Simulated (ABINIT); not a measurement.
An input for ABINIT 10.8.3 (GaAs (F-43m)):

```
acell 3*1.0 Angstrom
rprim 
  0.000000000000 2.826850000000 2.826850000000
  2.826850000000 0.000000000000 2.826850000000
  2.826850000000 2.826850000000 -0.000000000000
ntypat 2
znucl 31 33
natom 2
typat 1 2
xred 
  0.000000000000 0.000000000000 0.000000000000
  0.250000000000 0.250000000000 0.250000000000
pp_dirpath "pseudos"
pseudos "Ga.upf, As.upf"
ecut 38
ngkpt 4 4 4
nshiftk 1
shiftk 0 0 0
kptopt 1
chksymbreak 0
istwfk *1
occopt 1
irdwfk 1
optdriver 3
nband 26
ecuteps 7
inclvkb 2
awtr 1
symchi 1
gwcomp 1
gwencomp 2
indata_prefix "in"
outdata_prefix "out"
tmpdata_prefix "tmp"
```

```sh
OMP_NUM_THREADS=1 mpirun -n 4 abinit run.abi > log
```

How long will it take on 4 MPI ranks of Intel Xeon Platinum 8559C (Emerald Rapids), shared host, and how much memory?

It took 23 s; on shared hardware allow 12 s to 47 s. Peak host memory was 0.67 GiB.

[Paths, hosts, dates, memory and timing lines, banners, echoed tables and standing remarks are left out of the program output.]

[Logs are printed without paths, hosts, clocks, repeated set-up lines and the standing remarks that a program may print on its own settings, such as how far it seeks lower states.]

[Runs of the session that timed out or met a known fault of the program may be left out.]

[Hosts, paths, dates, database ids (printed as entryN), source tags and the programs' standing remarks are cut or masked in the printed files.]

[G0W0 gaps are taken among the corrected bands and points alone; a level outside them can change the order at an edge.]

[Where Ansatz stands beside ABINIT at settings called matched, ABINIT's density can come from a denser mesh and the files from another edition; pairs whose starting gaps differed by over 0.03 eV were left out, so agreement reads better than it is.]
